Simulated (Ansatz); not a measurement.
# Phonons of SiNi (Pnma) against volume, part 3 of 3

Wanted: Grüneisen parameters and pressure coefficients of the modes of SiNi (Pnma).

Ansatz 0.2.0; DFT PBEsol, scalar-relativistic, plane waves, PAW; PAW set soft_1.

So far, highest optical mode at the zone centre (no LO-TO term) (cm⁻¹): step 4 (modes at rest) 415; step 6 (volume ratio 1.06) 384.

**8. Modes of this member: 0.9 times the volume at rest**

The zone-centre modes follow for 0.9 times the volume at rest.

input.yaml reads:

```yaml
crystal:
  lattice:
    - [4.8791922318, 0.0, 0.0]
    - [0.0, 3.3565858093, 0.0]
    - [0.0, 0.0, 5.1885940639]
  atoms:
    - { symbol: Si, position: [0.328197961, 0.75, 0.0980730227] }
    - { symbol: Si, position: [0.171802039, 0.25, 0.5980730227] }
    - { symbol: Si, position: [0.828197961, 0.75, 0.4019269773] }
    - { symbol: Si, position: [0.671802039, 0.25, 0.9019269773] }
    - { symbol: Ni, position: [0.0154484012, 0.25, 0.1813418433] }
    - { symbol: Ni, position: [0.4845515988, 0.75, 0.6813418433] }
    - { symbol: Ni, position: [0.5154484012, 0.25, 0.3186581567] }
    - { symbol: Ni, position: [0.9845515988, 0.75, 0.8186581567] }
kpoints:
  mp_grid: { grid: [8, 12, 6] }
hamiltonian:
  xc: pbesol
  pseudopotentials: { kind: paw, azcp: { folder: soft_1 }, xc_functional: pbe }
scf:
  occupations: { method: methfessel_paxton, width: 0.2 }
output:
  eigenvalues: true
phonons:
  method: dfpt
```

Run with:

```
$ ansatz run input.yaml --threads 4 --pin off --max-ram 16384MiB --backend cpu --events-out ev --progress --plain --runs-dir out
```

Numbers of over 12 decimals in the logs are rounded to 6 here.

Output:

```text
[...]
Crystal: 8 atoms, lattice volume = 84.976 Å³
Basis set: ecut = 420 eV, 1659 PW (Γ), exchange–correlation on 72×48×72 points (8 copies of the dense FFT grid, shifted against one another)
Bands: 53, of which v1, the nominal top of the filled ones, is band 44 counted from 1 (43 counted from 0)
Symmetry: 8 space group operations
k-points: 182 of 576 (irreducible under 2 space group operations, time reversal used)
[...]
k-point 1: bands = [... 40 lower, 15.6231, 15.7797, 15.9214, 16.1967, 18.3066, 19.3790, 19.7411, 20.8012, ... 5 higher]
  k-point 2: bands = [... 40 lower, 15.7080, 15.9072, 16.3202, 16.5588, 18.5254, 18.7082, 20.1089, 20.8660, ... 5 higher]
  k-point 181: bands = [... 40 lower, 14.9237, 14.9237, 14.9237, 14.9237, 20.4037, 20.4037, 20.4037, 20.4037, ... 5 higher]
[...]
ASR residual: 1.107e-5 → 0.000e0 eV/Å²; symmetrization residual: 1.176e-6 eV/Å²
[...]
[key lines of the parts left out:]
SCF converged after 12 iterations
Free energy (F): -25709.989250 eV
Fermi energy:    17.114023 eV
```

It took 3.4 min on 4 threads of Arm Neoverse V1, shared host; peak memory 2.7 GiB.

This step gave:

- sum-rule residual before enforcement: 1.11e-5 eV/Å²
- highest optical mode at the zone centre (no LO-TO term): 460.9 cm⁻¹
- lowest optical zone-centre mode: 181.7 cm⁻¹

Patterns of degenerate modes are one choice out of their space. The modes at Γ (shares of kinetic energy by element, %):

| mode | frequency (cm⁻¹) | symmetry | Si % | Ni % |
| --- | --- | --- | --- | --- |
| 1 | 0.0 | acoustic | 32 | 68 |
| 2 | 0.0 | acoustic | 32 | 68 |
| 3 | 0.0 | acoustic | 32 | 68 |
| 4 | 181.7 | B1g | 29 | 71 |
| 5 | 198.9 | B3u | 12 | 88 |
| 6 | 208.5 | Au | 5 | 95 |
| 7 | 231.1 | Ag | 10 | 90 |
| 8 | 259.5 | B3g | 7 | 93 |
| 9 | 260.6 | B2g | 39 | 61 |
| 10 | 266.4 | Ag | 21 | 79 |
| 11 | 267.0 | B1u | 59 | 41 |
| 12 | 316.9 | B2g | 1 | 99 |
| 13 | 335.1 | B1u | 35 | 65 |
| 14 | 341.2 | Ag | 98 | 2 |
| 15 | 342.5 | B3u | 70 | 30 |
| 16 | 368.7 | Au | 95 | 5 |
| 17 | 401.9 | B3g | 93 | 7 |
| 18 | 404.9 | B2g | 71 | 29 |
| 19 | 410.9 | B2u | 68 | 32 |
| 20 | 420.8 | Ag | 71 | 29 |
| 21 | 444.8 | B1g | 71 | 29 |
| 22 | 448.1 | B3u | 86 | 14 |
| 23 | 448.9 | B1u | 74 | 26 |
| 24 | 460.9 | B2g | 90 | 10 |

The lowest optical mode is real, 182 cm⁻¹, and the highest lies at 460.9 cm⁻¹.

For the highest optical mode at the zone centre (no LO-TO term), step 4 gave 415 cm⁻¹; this run, with volume ratio 0.9, gives 461 cm⁻¹ (+11 %).

**9. All members side by side**

The members are set side by side, also those not shown above.

Each row is one cell with its response, relaxed at fixed volume as far as symmetry leaves anything free; energies are extrapolated to zero smearing, and E0 is that at rest; shape and atoms are relaxed in each cell where symmetry leaves them free; all runs use 8×12×6 k points and Methfessel-Paxton smearing of 0.2 eV. State of the crystal along the series:

| volume ratio | V (Å³/atom) | pressure (GPa) | E - E0 (meV/atom) | first cell vector (Å) | third cell vector (Å) |
| --- | --- | --- | --- | --- | --- |
| 0.9 | 10.62 | 23.43 | 80.48 | 4.879 | 5.189 |
| 0.92 | 10.86 | 18.06 | 49.91 | 4.931 | 5.285 |
| 0.94 | 11.09 | 12.88 | 27.11 | 4.974 | 5.353 |
| 0.96 | 11.33 | 8.14 | 11.65 | 5.014 | 5.412 |
| 0.98 | 11.57 | 3.859 | 2.831 | 5.052 | 5.468 |
| 0.99 | 11.68 | 1.879 | 0.7054 | 5.071 | 5.494 |
| 1 | 11.8 | 0.0015 | 0 | 5.088 | 5.52 |
| 1.02 | 12.04 | -3.466 | 2.563 | 5.123 | 5.57 |
| 1.04 | 12.27 | -6.573 | 9.972 | 5.155 | 5.617 |
| 1.06 | 12.51 | -9.354 | 21.72 | 5.186 | 5.664 |

Each mode is tracked from rest by its pattern, and modes that stay within 0.3 cm⁻¹ of each other stand once; the 10 lowest of 21 levels; shape and atoms are relaxed in each cell where symmetry leaves them free; all runs use 8×12×6 k points and Methfessel-Paxton smearing of 0.2 eV. Optical modes along the series:

| V (Å³/atom) | mode 4 B1g (cm⁻¹) | mode 5 Au (cm⁻¹) | mode 6 B3u (cm⁻¹) | mode 7 (cm⁻¹) | mode 8 to Ag (cm⁻¹) | mode 9 Ag (cm⁻¹) | mode 10 B1u (cm⁻¹) | mode 11 B2g (cm⁻¹) | mode 12 B2g (cm⁻¹) | mode 13 B1u (cm⁻¹) |
| --- | --- | --- | --- | --- | --- | --- | --- | --- | --- | --- |
| 10.62 | 181.7 | 208.5 | 198.9 | 259.5 | 231.1 | 266.4 | 267 | 260.6 | 316.9 | 335.1 |
| 10.86 | 177.2 | 202.9 | 199.1 | 249.8 | 228.5 | 258.3 | 256.7 | 254.4 | 307 | 327 |
| 11.09 | 171.8 | 195.6 | 199.9 | 238.7 | 223.7 | 249.7 | 248.6 | 248.8 | 296.4 | 317.1 |
| 11.33 | 166.5 | 188.1 | 198.4 | 227.7 | 218.3 | 241.1 | 241.2 | 243.3 | 285.8 | 306.9 |
| 11.57 | 161.5 | 180.8 | 195.4 | 217 | 212.6 | 232.8 | 234.1 | 237.8 | 275.2 | 296.6 |
| 11.68 | 159.1 | 177.1 | 193.6 | 211.8 | 209.6 | 228.7 | 230.7 | 235.2 | 270.1 | 291.5 |
| 11.8 | 156.7 | 173.6 | 191.5 | 206.6 | 206.7 | 224.8 | 227.3 | 232.6 | 264.9 | 286.4 |
| 12.04 | 152.1 | 166.6 | 187 | 196.5 | 200.7 | 217 | 220.9 | 227.6 | 254.9 | 276.4 |
| 12.27 | 147.7 | 159.7 | 182.3 | 186.6 | 194.8 | 209.4 | 214.8 | 222.9 | 245.2 | 266.5 |
| 12.51 | 143.4 | 153.1 | 177.4 | 177 | 188.8 | 202 | 208.9 | 218.3 | 235.8 | 257 |

From cubic fits (parabolas where under five rows exist) of ln ω and P against ln V through the rows within about 4 % of rest: γ = −d ln ω / d ln V and dω/dP = γ ω / B. Slopes at rest:

| mode | fitted frequency at rest (cm⁻¹) | Grüneisen parameter γ | dω/dP (cm⁻¹/GPa) |
| --- | --- | --- | --- |
| mode 4 B1g | 156.7 | 1.49 | 1.28 |
| mode 5 Au | 173.6 | 2.05 | 1.94 |
| mode 6 B3u | 191.5 | 1.11 | 1.16 |
| mode 7 | 206.6 | 2.48 | 2.8 |
| mode 8 to Ag | 206.7 | 1.43 | 1.62 |
| mode 9 Ag | 224.8 | 1.76 | 2.16 |
| mode 10 B1u | 227.3 | 1.45 | 1.8 |
| mode 11 B2g | 232.6 | 1.1 | 1.4 |
| mode 12 B2g | 265 | 1.92 | 2.78 |
| mode 13 B1u | 286.4 | 1.77 | 2.77 |
| mode 14 Ag | 299.5 | 1.63 | 2.66 |
| mode 15 B3u | 301.6 | 1.51 | 2.5 |
| mode 16 Au | 304.8 | 1.79 | 2.99 |

**10. What came out**

- members: 10
- highest optical mode at the zone centre (no LO-TO term), at rest: 415.1 cm⁻¹
- bulk modulus at rest: 183 GPa
- mode 13 B1u, γ: 1.77
- mode 14 Ag, γ: 1.63
- mode 15 B3u, γ: 1.51
- mode 16 Au, γ: 1.79

**Reading.** The series spans -9.4 to 23.4 GPa, and the slope at rest gives a bulk modulus of 183 GPa. Among the modes in the table of slopes γ runs from 1.10 (mode 11 B2g) to 2.48 (mode 7). One k mesh and one cutoff serve the ground states and modes of all volumes. These are harmonic frequencies at zero temperature: anharmonic shifts, linewidths and thermal expansion are left out. With no gap, or one that is small against the smearing, the frequencies hang on the k mesh and the smearing, most of all near Kohn anomalies. The runs are without spin polarisation, although Ni often carries a moment. The PAW files were made for PBE; the program adapts parts of them to the functional of the run, but their partial waves stay those of PBE, an approximation that was not tested in this session. Only the zone centre was solved, so an instability at another wavevector cannot show here.

[Logs are printed without paths, hosts, clocks, repeated set-up lines and the standing remarks that a program may print on its own settings, such as how far it seeks lower states.]

[Hosts, paths, dates, database ids (printed as entryN), source tags and the programs' standing remarks are cut or masked in the printed files.]
